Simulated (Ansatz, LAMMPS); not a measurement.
# Force difference against the radius of support functions in Li+ BF4- in dimethyl sulfoxide at 350 K (142 atoms)

Density of this cell: 1.17 g/cm³. The cell holds 142 atoms: 26 C, 13 S, 13 O, 78 H, 2 B, 8 F and 2 Li. Cell: a = 11.949 Å, b = 11.949 Å, c = 11.949 Å, α = 90.0°, β = 90.0°, γ = 90.0°. 13 dimethyl sulfoxide, 2 Li+, 2 BF4- placed at random, at 1.17 g/cm³; overlaps pushed apart, then 10 ps at 550 K with stiff harmonic cages for PF6 and BF4 with UFF radii; Joung-Cheatham ions (J. Phys. Chem. B 112, 9020 (2008)); MMFF94 bonds, angles, torsions, charges and radii (Halgren, J. Comput. Chem. 17, 490 (1996)) in harmonic and 12-6 forms; charges of ions scaled by 0.8. Snapshot after 30 ps at 350 K and fixed volume.

Calculated with Ansatz 0.2.0: Kohn-Sham DFT, PBE+D4, PAW (set soft_2), localised support functions (medium), with the radius typed; the reference is Kohn-Sham DFT, PBE+D4, PAW (set soft_2), plane waves, cutoff 750 eV, Γ point, fixed occupations, with an r.m.s. force component of 0.844 eV/Å.

| radius (Å) | r.m.s. force difference (meV/Å) | time |
| --- | --- | --- |
| 3.45 | 0.688 | 53 s |
| 3.73 | 0.548 | 60 s |
| 3.98 | 0.484 | 77 s |
| 4.27 | ? | ? |
| 4.8 | 0.431 | 2.1 min |
| 5.33 | 0.413 | 3.1 min |

Task: Fit a power law of the radius to the rows given and interpolate to the withheld row.

**Working.**

A power law y = A x^b is a line in u = ln x and v = ln y.

| u = ln x | v = ln y |
| --- | --- |
| 1.23837 | -0.373966 |
| 1.31641 | -0.601480 |
| 1.38128 | -0.725670 |
| 1.56862 | -0.841647 |
| 1.67335 | -0.884308 |

With n = 5: mean u = 1.43561, mean v = -0.685414, Σ(u − ū)² = 0.13027, Σ(u − ū)(v − v̄) = -0.13731. Slope b = -0.13731 / 0.13027 = -1.0540; intercept a = v̄ − b ū = 0.82775.

At the withheld row u = 1.452, v = a + b u = -0.7023, and y = exp(v).

Prediction at 4.27: 0.4955 meV/Å. The run gave 0.459 meV/Å, so the fit is high by 0.036 meV/Å (7.9 % of the value).

The fitted exponent is -1.1. Between neighbouring rows, the withheld one included, the exponents are -2.9, -1.9, -0.75, -0.54 and -0.41, so one power law doesn't hold over the range: the values level off at a floor. Among the rows given, the largest relative miss of the fit is at 3.98, by 0.050 meV/Å (10 %).

Limits: The difference holds the reference's own basis error, which sets a floor under it.

[Hosts, paths, dates, database ids (printed as entryN), source tags and the programs' standing remarks are cut or masked in the printed files.]

[The MMFF94 radii named for the starting cell were scaled by 0.96; in molecules described by MMFF94, hydrogen bound to N, O or S took a small fixed 12-6 site in their place.]
